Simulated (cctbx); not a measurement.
## A crystallographic session in cctbx: Cs2ZnAsF6

Library: cctbx 2025.11. The data are simulated by the first script.

## 1. Simulate the data

run.py:

```python
from cctbx import adptbx, crystal, miller, sgtbx, xray
from cctbx.array_family import flex
from iotbx.shelx import hklf
from scitbx import matrix
import scitbx.random

cs = crystal.symmetry(unit_cell=(9.265, 9.265, 9.265, 90, 90, 90), space_group_symbol='Hall: -F 4 2 3')  # Fm-3m
atoms = [  # label, site, U (iso, or U11 U22 U33 U12 U13 U23 in A^2), occupancy
    ("Cs1", (0.25, 0.75, 0.75), 0.0033, 1),
    ("As1", (0, 0, 0), 0.0044, 1),
    ("Zn1", (0.5, 0, 0), 0.0034, 1),
    ("F1", (0, 0, 0.7601), 0.0059, 1),
]
xs = xray.structure(crystal_symmetry=cs)
for label, site, u, occ in atoms:
    u = adptbx.u_cif_as_u_star(cs.unit_cell(), u) if isinstance(u, tuple) else u
    xs.add_scatterer(xray.scatterer(label, site=site, u=u, occupancy=occ))
xs.set_inelastic_form_factors(1.54184, "sasaki")
xs.show_summary()
p1 = xs.expand_to_p1()
ms = miller.build_set(p1, anomalous_flag=True, d_min=0.8)
flex.set_random_seed(720949)
scitbx.random.set_random_seed(720949)
ms = ms.select(flex.random_double(ms.size()) < 0.7)
i = ms.structure_factors_from_scatterers(p1, algorithm="direct").f_calc().as_intensity_array().data()
i = i * 5000 / flex.max(i)
sig = flex.sqrt(i + flex.pow2(0.02 * i) + 15 ** 2)
noise = scitbx.random.variate(scitbx.random.normal_distribution())(i.size())
data = ms.array(data=i + sig * noise, sigmas=sig).set_observation_type_xray_intensity()
with open("data.hkl", "w") as f:
    data.export_as_shelx_hklf(f)
print("reflections written:", data.size(), " <I/sigma> = %.1f" % flex.mean(data.data() / data.sigmas()))
for h, a, b in list(data.sort("data"))[:12]:
    print("%4d%4d%4d %9.1f %7.1f" % (h + (a, b)))
```

```console
$ python run.py
```

```text
Number of scatterers: 4
At special positions: 4
Unit cell: (9.265, 9.265, 9.265, 90, 90, 90)
Space group: F m -3 m (No. 225)
reflections written: 4659  <I/sigma> = 2.2
  -4   0   0    5097.9   123.4
   0   0   4    4988.5   123.4
   0   0  -4    4909.5   123.4
   0  -4   0    4888.9   123.4
   4   0   0    4830.5   123.4
  -4   4   0    3639.1    93.5
   0   4   4    3587.2    93.5
   4   4   0    3576.6    93.5
  -4  -4   0    3556.2    93.5
   4   0   4    3529.3    93.5
   0   4  -4    3485.8    93.5
   0  -4   4    3475.7    93.5
```

It took 0.23 s on 1 thread of Arm Neoverse V2, on a shared host, peak memory 0.07 GiB.

## 2. Symmetry

run.py:

```python
from cctbx import crystal, sgtbx, statistics
from cctbx.array_family import flex
from iotbx.shelx import hklf

p1 = crystal.symmetry(unit_cell=(9.265, 9.265, 9.265, 90, 90, 90), space_group_symbol="P 1")
raw = hklf.reader(file_name="data.hkl").as_miller_arrays(crystal_symmetry=p1, anomalous=True)[0]
print(raw.size(), "reflections to d = %.3f A" % raw.d_min())
isig = raw.data() / raw.sigmas()
print("centring   violations  <I/sigma> of those")
best = "P"
for c in "ABCIRF":
    a = raw.customized_copy(space_group_info=sgtbx.space_group_info("Hall: %s 1" % c)).sys_absent_flags().data()
    m = flex.mean(isig.select(a))
    print("%5s %10d of %5d %8.1f" % (c, (isig.select(a) > 4).count(True), a.count(True), m))
    if (isig.select(a) > 4).count(True) < 0.01 * a.count(True):
        best = c
raw = raw.select(~raw.customized_copy(space_group_info=sgtbx.space_group_info("Hall: %s 1" % best)).sys_absent_flags().data())
isig = raw.data() / raw.sigmas()
rows = []
for s in sgtbx.space_group_symbol_iterator():
    g = sgtbx.space_group(s)
    if g.conventional_centring_type_symbol() != best or not g.is_compatible_unit_cell(p1.unit_cell(), 1e-3, 0.02):
        continue
    rows.append((s, g))
print("Laue class    unique    Rint  (classes that these axes allow; Friedel mates merged)")
rint = {}
for s, g in rows:
    laue = g.build_derived_patterson_group()
    key = laue.type().hall_symbol()
    if key not in rint:
        m = raw.customized_copy(space_group_info=laue.info(), anomalous_flag=False).merge_equivalents()
        rint[key] = m.r_int()
        print("%-14s %6d %7.3f" % (laue.type().lookup_symbol(), m.array().size(), m.r_int()))
floor = min(rint.values())
good = [(s, g) for s, g in rows if rint[g.build_derived_patterson_group().type().hall_symbol()] < 2 * floor + 0.03]
top = max(g.build_derived_patterson_group().order_z() for s, g in good)
print("space group    extra absences  I>4sigma  <I/sigma>")
for s, g in good:
    laue = g.build_derived_patterson_group()
    if laue.order_z() != top:
        continue
    a = raw.customized_copy(space_group_info=g.info()).sys_absent_flags().data()
    a &= ~raw.customized_copy(space_group_info=laue.info()).sys_absent_flags().data()
    bad = (isig.select(a) > 4).count(True)
    if bad <= 0.03 * a.count(True):
        print("%-16s %8d %10d %9s  %s" % (s.universal_hermann_mauguin(), a.count(True), bad, "%.1f" % flex.mean(isig.select(a)) if a.count(True) else "-", "centric" if g.is_centric() else "acentric"))
laue = max(good, key=lambda t: t[1].build_derived_patterson_group().order_z())[1].build_derived_patterson_group()
f = raw.customized_copy(space_group_info=laue.info(), anomalous_flag=False).merge_equivalents().array().eliminate_sys_absent().f_sq_as_f()
f.set_observation_type_xray_amplitude()
bins = max(3, min(8, f.size() // 12))
f.setup_binner(n_bins=bins)
w = statistics.wilson_plot(f, {e: n / laue.order_z() for e, n in {'Cs': 8.0, 'As': 4.0, 'Zn': 4.0, 'F': 24.0}.items()}, e_statistics=True)
print("Wilson B = %.2f A^2   <|E^2-1|> = %.3f (0.968 centric, 0.736 acentric)   E^2>4: %.1f %%" % (w.wilson_b, w.mean_e_sq_minus_1, w.percent_e_sq_gt_2))
print("shell (A)         n   <I/sigma>")
m = raw.customized_copy(space_group_info=laue.info(), anomalous_flag=False).merge_equivalents().array().eliminate_sys_absent()
for b in m.setup_binner(n_bins=bins).range_used():
    sel = m.binner().selection(b)
    print("%5.2f - %4.2f %6d %8.1f" % (min(m.binner().bin_d_range(b)[0] if m.binner().bin_d_range(b)[0] > 0 else 99, 99), m.binner().bin_d_range(b)[1], sel.count(True), flex.mean((m.data() / m.sigmas()).select(sel))))
```

```console
$ python run.py
```

```text
4659 reflections to d = 0.800 A
centring   violations  <I/sigma> of those
    A          0 of  2356     -0.0
    B          0 of  2335     -0.0
    C          0 of  2341     -0.0
    I          0 of  2298      0.0
    R        388 of  3112      2.2
    F          0 of  3516     -0.0
Laue class    unique    Rint  (classes that these axes allow; Friedel mates merged)
F m m m           246   0.046
F m -3             86   0.048
F m -3 m           64   0.048
space group    extra absences  I>4sigma  <I/sigma>
F 4 3 2                 0          0         -  acentric
F -4 3 m                0          0         -  acentric
F -4 3 c              272          0       0.2  acentric
F m -3 m                0          0         -  centric
F m -3 c              272          0       0.2  centric
Wilson B = 0.67 A^2   <|E^2-1|> = 0.831 (0.968 centric, 0.736 acentric)   E^2>4: 0.0 %
shell (A)         n   <I/sigma>
 5.35 - 1.37     18     39.4
 1.37 - 1.09     11     33.6
 1.09 - 0.96     11     46.9
 0.96 - 0.87     12     40.6
 0.87 - 0.81     12     23.9
```

Time: 0.26 s.

## 3. Patterson map

run.py:

```python
from cctbx import crystal, maptbx
from iotbx.shelx import hklf

cs = crystal.symmetry(unit_cell=(9.265, 9.265, 9.265, 90, 90, 90), space_group_symbol='Hall: -F 4 2 3')  # Fm-3m
raw = hklf.reader(file_name="data.hkl").as_miller_arrays(crystal_symmetry=cs, anomalous=True)[0]
merged = raw.eliminate_sys_absent().merge_equivalents()
fo2 = merged.array().set_observation_type_xray_intensity()
f = fo2.average_bijvoet_mates().f_sq_as_f()
pm = f.patterson_map(symmetry_flags=maptbx.use_space_group_symmetry, sharpening=False, resolution_factor=0.25)
peaks = pm.peak_search(parameters=maptbx.peak_search_parameters(min_distance_sym_equiv=0.4, max_clusters=14)).all()
top = peaks.heights()[0]
print("Patterson group", f.patterson_symmetry().space_group_info())
print("      u       v       w   height  length (A)")
for x, h in zip(peaks.sites(), peaks.heights()):
    y = [t - round(t) for t in x]
    print("%7.3f %7.3f %7.3f %8.1f %8.2f" % (x + (1000 * h / top, cs.unit_cell().length(y))))
```

```console
$ python run.py
```

```text
Patterson group F m -3 m
      u       v       w   height  length (A)
  0.000   0.000   0.000   1000.0     0.00
  0.000   0.000   0.500    990.7     4.63
  0.250   0.250   0.250    754.1     4.01
  0.000   0.250   0.250    160.5     3.28
  0.000   0.000   0.249     75.6     2.30
  0.073   0.073   0.427     23.2     4.07
  0.073   0.073   0.073     23.2     1.17
  0.176   0.176   0.176     18.5     2.82
  0.176   0.176   0.324     18.4     3.79
  0.125   0.125   0.125     17.7     2.00
  0.124   0.124   0.376     17.5     3.84
  0.000   0.000   0.125     13.6     1.16
  0.000   0.000   0.375     13.0     3.47
  0.130   0.211   0.289     10.5     3.53
```

Time: 0.23 s.

## 4. Charge flipping

run.py:

```python
import itertools
from cctbx import crystal, maptbx
from cctbx.array_family import flex
from iotbx.shelx import hklf
from smtbx.ab_initio import charge_flipping as cf

cs = crystal.symmetry(unit_cell=(9.265, 9.265, 9.265, 90, 90, 90), space_group_symbol='Hall: -F 4 2 3')  # Fm-3m
raw = hklf.reader(file_name="data.hkl").as_miller_arrays(crystal_symmetry=cs, anomalous=True)[0]
merged = raw.eliminate_sys_absent().merge_equivalents()
fo2 = merged.array().set_observation_type_xray_intensity()
f = fo2.average_bijvoet_mates().f_sq_as_f().resolution_filter(d_min=0.9)
p1 = f.expand_to_p1()
p1.setup_binner_counting_sorted(reflections_per_bin=max(40, p1.size() // 12))
work = p1.array(data=p1.data() / p1.amplitude_quasi_normalisations().data())
flex.set_random_seed(30263)
it = cf.weak_reflection_improved_iterator(delta=None, weak_reflection_fraction=0.2)
it.start(work, phases=flex.random_double(p1.size()) * 6.2832, f_000=0)
it.delta = 1.2 * it.rho_map.sigma()
print("cycle      R  skewness")
for n, st in enumerate(itertools.islice(it, 100)):
    if n % 8 == 0:
        print("%5d %6.3f %8.2f" % (n, st.r1_factor(), st.rho_map.skewness()))
rho = p1.phase_transfer(it.f_calc).fft_map().apply_volume_scaling()
polish = cf.low_density_elimination_iterator(constant_rho_c=rho.sigma())
polish.start(f_obs=p1, phases=it.f_calc, f_000=0)
for _ in range(8):
    next(polish)
print("origin shift          correlation  skewness")
maps = []
for fc, shift, cc in itertools.islice(cf.f_calc_symmetrisations(f, polish.f_calc, 0), 4):
    m = f.phase_transfer(fc).fft_map(symmetry_flags=maptbx.use_space_group_symmetry, resolution_factor=0.25).apply_sigma_scaling()
    maps.append((m.skewness(), cc, m))
    print("%6.3f %6.3f %6.3f %10.3f %9.2f" % (tuple(shift) + (cc, m.skewness())))
skew, cc, m = max((t for t in maps if t[1] > maps[0][1] - 0.04), key=lambda t: t[0])
print("taken: symmetry correlation %.3f, skewness %.2f" % (cc, skew))
peaks = m.peak_search(parameters=maptbx.peak_search_parameters(min_distance_sym_equiv=0.9, max_clusters=9)).all()
sps = cs.special_position_settings(min_distance_sym_equiv=0.5)
print("peak      x       y       z  mult  height/sigma")
for k, (x, h) in enumerate(zip(peaks.sites(), peaks.heights())):
    ss = sps.site_symmetry(x)
    print("Q%-3d %7.4f %7.4f %7.4f %4d %8.1f" % ((k + 1,) + tuple(t % 1 for t in ss.exact_site()) + (ss.multiplicity(), h)))
```

```console
$ python run.py
```

```text
cycle      R  skewness
    0  0.494     0.63
    8  0.454     3.27
   16  0.332     4.06
   24  0.330     3.77
   32  0.332     3.87
   40  0.324     3.78
   48  0.354     3.69
   56  0.364     3.90
   64  0.333     3.68
   72  0.324     3.57
   80  0.362     3.80
   88  0.339     3.69
   96  0.326     3.69
origin shift          correlation  skewness
 0.028  0.259  0.167      0.843      0.76
 0.278  0.009  0.417      0.843      0.75
 0.216  0.160  0.318      0.879      5.42
 0.466  0.410  0.068      0.879      5.42
taken: symmetry correlation 0.879, skewness 5.42
peak      x       y       z  mult  height/sigma
Q1    0.0000  0.0000  0.0000    4     16.6
Q2    0.0000  0.0000  0.5000    4     15.9
Q3    0.2500  0.2500  0.2500    8     11.5
Q4    0.1217  0.1217  0.3783   32      2.8
Q5    0.1217  0.1217  0.1217   32      2.8
Q6    0.1517  0.1517  0.2498   96      1.6
Q7    0.0000  0.0699  0.2972   96      1.3
Q8    0.0000  0.1008  0.1008   48      0.9
Q9    0.0000  0.0990  0.4010   48      0.6
```

Time: 1.6 s.

## 5. Refinement (model from the peaks)

run.py:

```python
import math
from cctbx import adptbx, crystal, maptbx, sgtbx, xray
from cctbx.array_family import flex
from cctbx.xray import observations
from iotbx.shelx import hklf
from scitbx.lstbx import normal_eqns_solving
from smtbx import absolute_structure, utils
from smtbx.refinement import constraints, least_squares

cs = crystal.symmetry(unit_cell=(9.265, 9.265, 9.265, 90, 90, 90), space_group_symbol='Hall: -F 4 2 3')  # Fm-3m
atoms = [  # label, site, U (iso, or U11 U22 U33 U12 U13 U23 in A^2), occupancy
    ("Zn1", (0, 0, 0), 0.0200, 1),
    ("As1", (0, 0, 0.5), 0.0200, 1),
    ("Cs1", (0.25, 0.25, 0.25), 0.0200, 1),
]
xs = xray.structure(crystal_symmetry=cs)
for label, site, u, occ in atoms:
    u = adptbx.u_cif_as_u_star(cs.unit_cell(), u) if isinstance(u, tuple) else u
    xs.add_scatterer(xray.scatterer(label, site=site, u=u, occupancy=occ))
xs.set_inelastic_form_factors(1.54184, "sasaki")
raw = hklf.reader(file_name="data.hkl").as_miller_arrays(crystal_symmetry=cs, anomalous=True)[0]
merged = raw.eliminate_sys_absent().merge_equivalents()
fo2 = merged.array().set_observation_type_xray_intensity()
print("Rint %.3f, %d unique reflections to %.2f A" % (merged.r_int(), fo2.size(), fo2.d_min()))
for sc in xs.scatterers():
    sc.flags.set_grad_site(True)
    sc.flags.set_grad_u_aniso(sc.flags.use_u_aniso())
    sc.flags.set_grad_u_iso(sc.flags.use_u_iso())
obs = fo2.as_xray_observations()
extra = {}
rep = constraints.reparametrisation(xs, [], utils.connectivity_table(xs), **extra)
ls = least_squares.crystallographic_ls(obs, rep, weighting_scheme=least_squares.mainstream_shelx_weighting(a=0, b=0))
print("cycle     R1     wR2    GooF  max shift (A)")
for cycle in range(6):
    ls.build_up()
    r1, wr2, goof = ls.r1_factor(cutoff_factor=2)[0], ls.wR2(), ls.goof()
    old = xs.sites_cart()
    normal_eqns_solving.levenberg_marquardt_iterations(ls, n_max_iterations=3, tau=0.0001, step_threshold=1e-7)
    big = flex.max((xs.sites_cart() - old).norms())
    print("%4d %7.4f %7.4f %7.3f %9.5f" % (cycle + 1, r1, wr2, goof, big))
    ls.build_up(objective_only=True)
    if abs(ls.wR2() - wr2) < 5e-5 and big < 5e-4:
        break
ls.build_up()
print("final R1 %.4f wR2 %.4f GooF %.3f  parameters %d  data/parameter %.1f" % (ls.r1_factor(cutoff_factor=2)[0], ls.wR2(), ls.goof(), ls.n_parameters, fo2.size() / ls.n_parameters))
cov = ls.covariance_matrix_and_annotations()
su = dict(zip(cov.annotations, (math.sqrt(max(v, 0)) for v in cov.matrix.matrix_packed_u_diagonal())))
a2 = cs.unit_cell().reciprocal_parameters()[0] ** -2
print("atom        x        y        z      Ueq    occ   su(xyz)  su(Uiso or U11)")
for sc in xs.scatterers():
    s = max(su.get(sc.label + k, 0) for k in (".x", ".y", ".z"))
    npd = "" if sc.is_positive_definite_u(cs.unit_cell()) else "  NPD"
    print("%-5s %8.5f %8.5f %8.5f %8.4f %6.3f %8.5f %7.4f%s" % ((sc.label,) + sc.site + (sc.u_iso_or_equiv(cs.unit_cell()), sc.occupancy, s, su.get(sc.label + ".uiso", su.get(sc.label + ".u11", 0) * a2), npd)))
fo = fo2.f_sq_as_f()
fc = fo.structure_factors_from_scatterers(xs, algorithm="direct").f_calc()
diff = fo.f_obs_minus_f_calc(1 / math.sqrt(ls.scale_factor()), fc).average_bijvoet_mates()
m = diff.fft_map(symmetry_flags=maptbx.use_space_group_symmetry, resolution_factor=0.25).apply_volume_scaling()
print("difference map: max %.2f min %.2f rms %.2f" % (m.statistics().max(), m.statistics().min(), m.statistics().sigma()))
peaks = m.peak_search(parameters=maptbx.peak_search_parameters(min_distance_sym_equiv=0.6, max_clusters=6)).all()
near = xs.closest_distances(peaks.sites(), distance_cutoff=4)
sps = cs.special_position_settings(min_distance_sym_equiv=0.5)
for k, (x, h) in enumerate(zip(peaks.sites(), peaks.heights())):
    ss = sps.site_symmetry(x)
    print("Q%-3d %7.4f %7.4f %7.4f %4d %7.2f  %.2f A from %s" % ((k + 1,) + tuple(t % 1 for t in ss.exact_site()) + (ss.multiplicity(), h, near.smallest_distances[k], xs.scatterers()[near.i_seqs[k]].label)))
```

```console
$ python run.py
```

```text
Rint 0.048, 64 unique reflections to 0.81 A
cycle     R1     wR2    GooF  max shift (A)
   1  0.2214  0.3843  23.184   0.00000
   2  0.1744  0.2667  16.094   0.00000
final R1 0.1744 wR2 0.2668 GooF 16.095  parameters 3  data/parameter 21.3
atom        x        y        z      Ueq    occ   su(xyz)  su(Uiso or U11)
Zn1    0.00000  0.00000  0.00000   0.0021  1.000  0.00000  0.0226
As1    0.00000  0.00000  0.50000   0.0008  1.000  0.00000  0.0174
Cs1    0.25000  0.25000  0.25000   0.0014  1.000  0.00000  0.0024
difference map: max 23.26 min -1.98 rms 1.71
Q1    0.0000  0.0000  0.2583   24   23.83  2.24 A from As1
Q2    0.2500  0.2500  0.2500    8    5.74  0.00 A from Cs1
Q3    0.0000  0.0000  0.5000    4    3.55  0.00 A from As1
Q4    0.0000  0.1053  0.3445   96    1.99  1.74 A from As1
Q5    0.0000  0.2121  0.2879   48    1.80  2.37 A from Cs1
Q6    0.0417  0.0417  0.4583   32    1.37  0.67 A from As1
```

Time: 0.35 s.

Figures of merit this high mean that the model is still wrong or incomplete.

## 6. Refinement (atoms added from the difference map)

run.py, as its changes from the last script of this kind:

```diff
@@ -12,3 +12,4 @@
-    ("Zn1", (0, 0, 0), 0.0200, 1),
-    ("As1", (0, 0, 0.5), 0.0200, 1),
-    ("Cs1", (0.25, 0.25, 0.25), 0.0200, 1),
+    ("Zn1", (0, 0, 0), 0.0030, 1),
+    ("As1", (0, 0, 0.5), 0.0030, 1),
+    ("Cs1", (0.25, 0.25, 0.25), 0.0030, 1),
+    ("F1", (0, 0, 0.2583), 0.0200, 1),
@@ -59 +60 @@
-peaks = m.peak_search(parameters=maptbx.peak_search_parameters(min_distance_sym_equiv=0.6, max_clusters=6)).all()
+peaks = m.peak_search(parameters=maptbx.peak_search_parameters(min_distance_sym_equiv=0.6, max_clusters=5)).all()
```

```console
$ python run.py
```

```text
Rint 0.048, 64 unique reflections to 0.81 A
cycle     R1     wR2    GooF  max shift (A)
   1  0.0303  0.0554   3.396   0.03248
   2  0.0079  0.0156   0.956   0.00006
final R1 0.0079 wR2 0.0156 GooF 0.956  parameters 5  data/parameter 12.8
atom        x        y        z      Ueq    occ   su(xyz)  su(Uiso or U11)
Zn1    0.00000  0.00000  0.00000   0.0032  1.000  0.00000  0.0010
As1    0.00000  0.00000  0.50000   0.0042  1.000  0.00000  0.0008
Cs1    0.25000  0.25000  0.25000   0.0031  1.000  0.00000  0.0001
F1     0.00000  0.00000  0.26180   0.0049  1.000  0.00069  0.0007
difference map: max 1.68 min -1.82 rms 0.36
Q1    0.1467  0.1467  0.1467   32    1.69  1.66 A from Cs1
Q2    0.0569  0.0569  0.4431   32    1.11  0.91 A from As1
Q3    0.1984  0.1984  0.3016   32    1.10  0.83 A from Cs1
Q4    0.1313  0.1313  0.2824   96    0.95  1.58 A from Cs1
Q5    0.0000  0.0000  0.0000    4    0.81  0.00 A from Zn1
```

It took 0.36 s on 1 thread of Arm Neoverse V2 (shared host), peak memory 0.09 GiB.

[Logs are printed without paths, hosts, clocks, repeated set-up lines and the standing remarks that a program may print on its own settings, such as how far it seeks lower states.]
